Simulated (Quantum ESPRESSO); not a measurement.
# Collinear magnetic orders of FeSi (Fersilicite) with Quantum ESPRESSO

A self-consistent run ends on one state, which hangs on the start. Several orders of FeSi (Fersilicite) are started in Quantum ESPRESSO and their energies compared.

Calculated with Quantum ESPRESSO 7.5; LDA; plane waves with GBRV 1.5 LDA potentials, no spin-orbit coupling.

This is a report of a sequence of runs, with most program output left out.

The database entry behind the starting cell differs from later determinations by our own check (about 0.5 % short), so it need not match the best structure at ambient conditions.

### 1. The structure

It takes space group P2_13 (No. 198, cubic). Conventional cell: a = 4.467 Å, b = 4.467 Å, c = 4.467 Å, α = 90.00°, β = 90.00°, γ = 90.00°. Nearest to Fe lie 7 Si at 2.24 to 2.51 Å. Si has 7 Fe at 2.24 to 2.51 Å nearest. Farther neighbours are not listed.

The cell comes from the Crystallography Open Database.

### 2. Run 1, typed as ferro ++++

The signs are those of the starting moments on the seeded atoms, the atoms that are given a moment.

Input file pw.in:

```
&CONTROL
  calculation = 'scf'
  prefix = 'pwscf'
  outdir = './tmp'
  pseudo_dir = './pseudo'
  disk_io = 'nowf'
/
&SYSTEM
  ibrav = 0
  celldm(1) = 8
  nat = 8
  ntyp = 2
  ecutwfc = 40
  ecutrho = 280
  nbnd = 58
  occupations = 'smearing'
  smearing = 'fd'
  degauss = 0.00734986
  nspin = 2
  starting_magnetization(1) = 0.175
  starting_magnetization(2) = 0
/
&ELECTRONS
  conv_thr = 1.6d-08
  electron_maxstep = 150
  mixing_beta = 0.3
/
ATOMIC_SPECIES
Fe     55.8450 fe_lda_v1.5.uspp.F.UPF
Si     28.0850 si_lda_v1.uspp.F.UPF
CELL_PARAMETERS alat
   1.0551758248379    0.0000000000000    0.0000000000000
   0.0000000000000    1.0551758248379    0.0000000000000
   0.0000000000000    0.0000000000000    1.0551758248379
ATOMIC_POSITIONS crystal
Fe      0.1340000000    0.1340000000    0.1340000000
Fe      0.3660000000    0.8660000000    0.6340000000
Fe      0.6340000000    0.3660000000    0.8660000000
Fe      0.8660000000    0.6340000000    0.3660000000
Si      0.8445000000    0.8445000000    0.8445000000
Si      0.6555000000    0.1555000000    0.3445000000
Si      0.3445000000    0.6555000000    0.1555000000
Si      0.1555000000    0.3445000000    0.6555000000
K_POINTS automatic
6 6 6 0 0 0
```

The run is started by

```sh
$ OMP_NUM_THREADS=1 mpirun -n 4 pw.x -nk 4 -in pw.in > pw.out
```

It took 65 s on 4 MPI ranks of Arm Neoverse V2, shared host; peak memory 0.57 GiB.

Spin moment in the atom's sphere by atom:

```csv
atom,spin moment in the atom's sphere (μB)
Fe1,-0.0018
Fe2,-0.0018
Fe3,-0.0018
Fe4,-0.0018
Si5,0.0001
Si6,0.0001
Si7,0.0001
Si8,0.0001
```

This step gave:

```yaml
smearing_term_ts: 0.2313 eV
magnetization: -0.007 μB
absolute_magnetization: 0.008 μB
final_state: non-magnetic
```

### 3. Run 2, typed as antiferro ++−−

Changes to pw.in since step 2:

```diff
@@ -11,6 +11,6 @@
   nat = 8
-  ntyp = 2
+  ntyp = 3
   ecutwfc = 40
   ecutrho = 280
-  nbnd = 58
+  nbnd = 52
   occupations = 'smearing'
@@ -20,3 +20,4 @@
   starting_magnetization(1) = 0.175
-  starting_magnetization(2) = 0
+  starting_magnetization(2) = -0.175
+  starting_magnetization(3) = 0
 /
@@ -28,3 +29,4 @@
 ATOMIC_SPECIES
-Fe     55.8450 fe_lda_v1.5.uspp.F.UPF
+Fe1    55.8450 fe_lda_v1.5.uspp.F.UPF
+Fe2    55.8450 fe_lda_v1.5.uspp.F.UPF
 Si     28.0850 si_lda_v1.uspp.F.UPF
@@ -35,6 +37,6 @@
 ATOMIC_POSITIONS crystal
-Fe      0.1340000000    0.1340000000    0.1340000000
-Fe      0.3660000000    0.8660000000    0.6340000000
-Fe      0.6340000000    0.3660000000    0.8660000000
-Fe      0.8660000000    0.6340000000    0.3660000000
+Fe1     0.1340000000    0.1340000000    0.1340000000
+Fe1     0.3660000000    0.8660000000    0.6340000000
+Fe2     0.6340000000    0.3660000000    0.8660000000
+Fe2     0.8660000000    0.6340000000    0.3660000000
 Si      0.8445000000    0.8445000000    0.8445000000
```

Wall time 2.6 min (4 MPI ranks); peak memory 0.8 GiB; 10 min of CPU time.

Spin moment in the atom's sphere by atom:

```csv
atom,spin moment in the atom's sphere (μB)
Fe1,0.0003
Fe2,0.0003
Fe3,0.0005
Fe4,0.0005
Si5,0.0000
Si6,0.0000
Si7,0.0000
Si8,0.0000
```

Numbers from this step:

```yaml
smearing_term_ts: 0.2313 eV
magnetization: 0 μB
absolute_magnetization: 0 μB
final_state: non-magnetic
```

### 4. Run 3 (ferri +++−)

Changes to pw.in since step 3:

```diff
@@ -14,3 +14,3 @@
   ecutrho = 280
-  nbnd = 52
+  nbnd = 55
   occupations = 'smearing'
@@ -39,3 +39,3 @@
 Fe1     0.3660000000    0.8660000000    0.6340000000
-Fe2     0.6340000000    0.3660000000    0.8660000000
+Fe1     0.6340000000    0.3660000000    0.8660000000
 Fe2     0.8660000000    0.6340000000    0.3660000000
```

The job ended after 1.8 min (4 MPI ranks; peak memory 0.67 GiB; 7.2 min of CPU time).

Spin moment in the atom's sphere by atom:

```csv
atom,spin moment in the atom's sphere (μB)
Fe1,0.0003
Fe2,0.0003
Fe3,0.0003
Fe4,-0.0002
Si5,0.0000
Si6,0.0000
Si7,0.0000
Si8,0.0000
```

This step gave:

```yaml
smearing_term_ts: 0.2313 eV
magnetization: 0 μB
absolute_magnetization: 0 μB
final_state: non-magnetic
```

### 5. Energies of the orders

An order is kept where moments of 0.15 μB or more survive with the typed signs; meshes match where a doubled cell samples the same k points as the first cell.

Orders:

```csv
start,final state,typed order kept,energy over the lowest (meV a seeded atom),largest site moment (μB),net moment (μB a cell of the first run),mesh matched,CPU time (s)
ferro ++++,non-magnetic,no,0.01406,0.001815,0.006507,yes,258
antiferro ++--,non-magnetic,no,0,0,0.001381,yes,622.1
ferri +++-,non-magnetic,no,0.01395,0,5.24e-4,yes,433.1
```

### 6. Outcome

| Property | Result |
| --- | --- |
| lowest state found | non-magnetic (from ferro ++++, antiferro ++-- and ferri +++-) |
| largest site moment | 0 μB |

The lowest state carries no moment, and no start kept one. Only these 3 starts were compared; other wavevectors, canted and longer-period orders were not. Energies are free energies at an electronic temperature of 1160 K, which lowers moments and differences where the moments are itinerant.

[Logs and program files are shortened in this print: banners, set-up blocks, solver, clock and traceback lines can be left out without a mark of their own.]

[Logs are printed without paths, hosts, clocks, repeated set-up lines and the standing remarks that a program may print on its own settings, such as how far it seeks lower states.]

[Hosts, paths, dates, database ids (printed as entryN), source tags and the programs' standing remarks are cut or masked in the printed files.]

[Where a cell is said to come from a database of computed structures, the database is the Materials Project.]
